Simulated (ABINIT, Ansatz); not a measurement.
# MoS2 (P6_3/mmc): changed settings of a GW run in ABINIT, part 2 of 2

Aim: change inputs of a GW run on MoS2 (P6_3/mmc) and see what moves.

ABINIT 10.8.3; PBE and many-body steps on it, plane waves. Known limits of the many-body steps: not at the basis limit; no spin-orbit coupling; coarse k mesh.

So far. Step 2 (Screening, 6×6×1 mesh, 244 bands, screening to 176.9 eV): Local fields lower ε∞ by 11 %. On a Γ-centred mesh this coarse the value itself is usually too large, while a short band sum pulls it down. Step 3 (Base): The gap on the mesh goes from 0.89 eV to 1.22 eV, a correction of +0.33 eV.

The database entry behind the starting cell differs from later determinations by our own check (about 0.3 % long), so it need not match the best structure at ambient conditions.

### 4. Smaller part of the screening matrix

Level of this step: G0W0 on PBE, plane waves, norm-conserving pseudopotentials (ABINIT).

The input, run.abi:

```
acell 3*1.0 Angstrom
rprim 
  3.169000000004 -0.000000000001 0.000000000000
  -1.584500000001 2.744434504597 0.000000000000
  0.000000000000 0.000000000000 12.324000000000
ntypat 2
znucl 42 16
natom 6
typat 1 1 2 2 2 2
xred 
  0.333333333333 0.666666666667 0.250000000000
  0.666666666667 0.333333333333 0.750000000000
  0.333333333333 0.666666666667 0.623000000000
  0.666666666667 0.333333333333 0.123000000000
  0.333333333333 0.666666666667 0.877000000000
  0.666666666667 0.333333333333 0.377000000000
pp_dirpath "pseudos"
pseudos "Mo.upf, S.upf"
ecut 36
ngkpt 6 6 1
nshiftk 1
shiftk 0 0 0
kptopt 1
chksymbreak 0
istwfk *1
occopt 1
irdwfk 1
optdriver 4
nband 244
gwcalctyp 0
ecutsigx 36
symsigma 1
nkptgw 3
kptgw 
  0.0000000000 0.0000000000 0.0000000000
  0.1666666667 0.1666666667 0.0000000000
  0.3333333333 0.3333333333 0.0000000000
bdgw 
  25 28
  25 28
  25 28
ecuteps 3.2
irdscr 1
ppmodel 1
indata_prefix "in"
outdata_prefix "out"
tmpdata_prefix "tmp"
```

The run is started by

```
$ OMP_NUM_THREADS=1 mpirun -n 4 abinit run.abi > log
```

Output:

```text
.Version 10.8.3 of ABINIT. v10.8.2 released Aug 2026.

 Symmetries : space group P6_3/m m c (#194); Bravais hP (primitive hexag.)
[... echo of the input left out ...]
== DATASET  1 ==================================================================
-   mpi_nproc: 4, omp_nthreads: 1 (-1 if OMP is not activated)

--- !DatasetInfo
iteration_state: {dtset: 1, }
dimensions: {natom: 6, nkpt: 7, mband: 244, nsppol: 1, nspinor: 1, nspden: 1, mpw: 7481, }
cutoff_energies: {ecut:  36.0, pawecutdg:  -1.0, }
electrons: {nelect:   5.20000000E+01, charge:   0.00000000E+00, occopt:   1.00000000E+00, tsmear:   1.00000000E-02, }

 SIGMA: Calculation of the GW corrections

 Based on a program developped by R.W. Godby, V. Olevano, G. Onida, and L. Reining.
 Incorporated in ABINIT by V. Olevano, G.-M. Rignanese, and M. Torrent.
.Using double precision arithmetic ; gwpc =  8

[... cell and pseudopotentials left out ...]
--------------------------------------------------------------------------------

 ==== K-mesh for the wavefunctions ====
 Number of points in the irreducible wedge :     7
[... list of points left out ...]
 Together with 24 symmetry operations and time-reversal symmetry
 yields    36 points in the full Brillouin Zone.

 ==== Q-mesh for screening function ====
 Number of points in the irreducible wedge :     7
[... list of points left out ...]
 Together with 24 symmetry operations and time-reversal symmetry
 yields    36 points in the full Brillouin Zone.

 vcoul_init : cutoff-mode = AUXILIARY_FUNCTION
 q-points for optical limit:   1
     1)      0.000010    0.000020    0.000030
 setmesh: FFT mesh size selected  =    32x   32x  128
          total number of points  =       131072

 Number of electrons calculated from density =   52.0000; Expected =   52.0000
[...]
number of plane-waves for wavefunctions          7437
 number of bands                                   244
 number of q-points in IBZ                           7
 number of frequencies                               2
 number of real frequencies                          1
 number of imag frequencies                          1

 matrix elements of self-energy operator (all in [eV])

 Perturbative Calculation

--- !SelfEnergy_ee
iteration_state: {dtset: 1, }
kpoint     : [   0.000,    0.000,    0.000, ]
spin       : 1
KS_gap     :    2.100
QP_gap     :    2.470
Delta_QP_KS:    0.370
data: !SigmaeeData |
     Band     E0 <VxcDFT>   SigX SigC(E0)      Z dSigC/dE  Sig(E)    E-E0       E
       25   7.290 -15.411 -16.658   1.236   0.778  -0.286 -15.419  -0.009   7.281
       26   8.434 -16.391 -17.086   0.796   0.777  -0.288 -16.313   0.078   8.513
       27  10.534 -15.683 -11.194  -3.914   0.780  -0.282 -15.234   0.448  10.982
[...]
--- !SelfEnergy_ee
iteration_state: {dtset: 1, }
kpoint     : [   0.167,    0.167,    0.000, ]
spin       : 1
KS_gap     :    2.343
QP_gap     :    2.661
Delta_QP_KS:    0.318
data: !SigmaeeData |
     Band     E0 <VxcDFT>   SigX SigC(E0)      Z dSigC/dE  Sig(E)    E-E0       E
[...]
--- !SelfEnergy_ee
iteration_state: {dtset: 1, }
kpoint     : [   0.333,    0.333,    0.000, ]
spin       : 1
KS_gap     :    1.654
QP_gap     :    2.096
Delta_QP_KS:    0.442
data: !SigmaeeData |
     Band     E0 <VxcDFT>   SigX SigC(E0)      Z dSigC/dE  Sig(E)    E-E0       E
[...]
27   9.486 -17.609 -13.378  -3.490   0.777  -0.288 -17.034   0.575  10.062
       28   9.486 -17.609 -13.378  -3.490   0.777  -0.288 -17.034   0.575  10.062

== END DATASET(S) ==============================================================
================================================================================

 -outvars: echo values of variables after computation  --------
           etotal      0.0000000000E+00
            nband         244
             nkpt           7
          spgroup         194
 [... the other variables as echoed above ...]

 Calculation completed.
```

It took 28 s on 4 MPI ranks of Arm Neoverse V2, shared host; peak memory 2.1 GiB; 1.9 min of CPU time.

Numbers from this step:

```yaml
g0w0_gap_on_the_points_computed: 1.184 eV
starting_gap_on_the_mesh: 0.8887 eV
k_of_the_valence_top: 0, 0, 0
k_of_the_conduction_bottom: 0.1667, 0.1667, 0
z_at_the_valence_top: 0.777
z_at_the_conduction_bottom: 0.784
least_direct_g0w0_gap_on_the_computed_points: 2.097 eV
```

### 5. A keyword of another program

run.abi: that of step 4 with these lines changed.

```diff
@@ -41,5 +41,6 @@
   25 28
-ecuteps 3.2
+ecuteps 6.5
 irdscr 1
 ppmodel 1
+nomega 100
 indata_prefix "in"
```

Output:

```text
.Version 10.8.3 of ABINIT. v10.8.2 released Aug 2026.

 Symmetries : space group P6_3/m m c (#194); Bravais hP (primitive hexag.)
================================================================================
 Values of the parameters that define the memory need of the present run
     intxc =       0    ionmov =       0      iscf =       7    lmnmax =       6
     lnmax =       6     mgfft =     128  mpssoang =       3    mqgrid =    6291
     natom =       6  nloc_mem =       1    nspden =       1   nspinor =       1
    nsppol =       1      nsym =      24    n1xccc =    2501    ntypat =       2
    occopt =       1   xclevel =       2
-    mband =         244        mffmem =           1         mkmem =           2
       mpw =        7481          nfft =      165888          nkpt =           7
================================================================================
  Rough estimation (10% accuracy) of disk space for files :
================================================================================

--------------------------------------------------------------------------------
------------- Echo of variables that govern the present computation ------------
--------------------------------------------------------------------------------
 -outvars: echo values of preprocessed input variables --------
            acell      1.8897261259E+00  1.8897261259E+00  1.8897261259E+00 Bohr

             bdgw          25      28      25      28      25      28
      chksymbreak           0
             ecut      3.60000000E+01 Hartree
          ecuteps      6.50000000E+00 Hartree
         ecutsigx      3.60000000E+01 Hartree
          ecutwfn      3.60000000E+01 Hartree
-          fftalg         312
           irdscr           1
           irdwfk           1

[...]
npwwfn        7437
             nsym          24
           ntypat           2
              occ      2.000000  2.000000  2.000000  2.000000  2.000000  2.000000
                       2.000000  2.000000  2.000000  2.000000  2.000000  2.000000
                       2.000000  2.000000  2.000000  2.000000  2.000000  2.000000
                       2.000000  2.000000  2.000000  2.000000  2.000000  2.000000
[...]
0.000000  0.000000  0.000000  0.000000  0.000000  0.000000
   [... 30 further rows ...]
                       0.000000  0.000000  0.000000  0.000000  0.000000  0.000000
                       0.000000  0.000000  0.000000  0.000000
        optdriver           4
            rprim      3.1690000000E+00 -1.0000000000E-12  0.0000000000E+00
[...]
spgroup         194

             xred      3.3333333333E-01  6.6666666667E-01  2.5000000000E-01
[...]
3.3333333333E-01  6.6666666667E-01  8.7700000000E-01
                       6.6666666667E-01  3.3333333333E-01  3.7700000000E-01
            znucl       42.00000   16.00000

================================================================================

 chkinp: Checking input parameters for consistency.

--- !ERROR
message: |
    Found token: `NOMEGA` in the input file.
    This name is not one of the registered input variable names (see
    Action: check your input file. Perhaps you mistyped the input variable,
    or specified "img", although this was not permitted for this input variable.

--- !ERROR
message: |
    Found token: `NOMEGA` in the input file.
    This name is not one of the registered input variable names (see
    Action: check your input file. Perhaps you mistyped the input variable,
    or specified "img", although this was not permitted for this input variable.

--- from the log ---
Found token: `NOMEGA` in the input file.
    This name is not one of the registered input variable names (see
    Action: check your input file. Perhaps you mistyped the input variable,
    or specified "img", although this was not permitted for this input variable.
```

Elapsed: 0.68 s, on 4 MPI ranks; peak memory 0.06 GiB.

The run stopped with an error after 0.68 s.

The program's words: Found token: `NOMEGA` in the input file. This name is not one of the registered input variable names (see Action: check your input file. Perhaps you mistyped the input variable, or specified "img", although this was not permitted for this input variable.

The fault put into this input: a keyword of another program.

### 6. Side by side

Times are wall times on 4 MPI ranks of Arm Neoverse V2, shared host, good to a factor of about two. A run's time includes the screening step that it read.

```csv
run,mesh,bands,screening cutoff (eV),DFT gap (eV),gap on the mesh (eV),direct (eV),ε∞ used,time
base,6×6×1,244,176.9,0.889,1.219,2.138,14.46,7.2 min
smaller part of the screening matrix,6×6×1,244,87.1,0.889,1.184,2.097,14.46,5.5 min
```

### 7. Summary of results

```json
{
  "base": "1.219 eV",
  "smaller part of the screening matrix": "1.184 eV",
  "known limits": "not at the basis limit; no spin-orbit coupling; coarse k mesh"
}
```

In words: Smaller part of the screening matrix: −0.035 eV against base (keys changed: ecuteps). Bands and cutoff are finite, so the gap is not at the basis limit. The miss can reach some tenths of an eV and take either sign; the mesh is an error of its own. In the G0W0 runs levels were corrected at 3 k points alone, so a gap called «on the mesh» is the least over those, and an edge elsewhere would be missed. The 6×6×1 mesh is coarse for this cell, which bears on the long-range parts of exchange and screening. The many-body steps are scalar-relativistic: spin-orbit coupling is not in them.

[Paths, hosts, dates, memory and timing lines, banners, echoed tables and standing remarks are left out of the program output.]

[Logs are printed without paths, hosts, clocks, repeated set-up lines and the standing remarks that a program may print on its own settings, such as how far it seeks lower states.]

[Runs of the session that timed out or met a known fault of the program may be left out.]

[Hosts, paths, dates, database ids (printed as entryN), source tags and the programs' standing remarks are cut or masked in the printed files.]

[G0W0 gaps are taken among the corrected bands and points alone; a level outside them can change the order at an edge.]

[Where Ansatz stands beside ABINIT at settings called matched, ABINIT's density can come from a denser mesh and the files from another edition; pairs whose starting gaps differed by over 0.03 eV were left out, so agreement reads better than it is.]
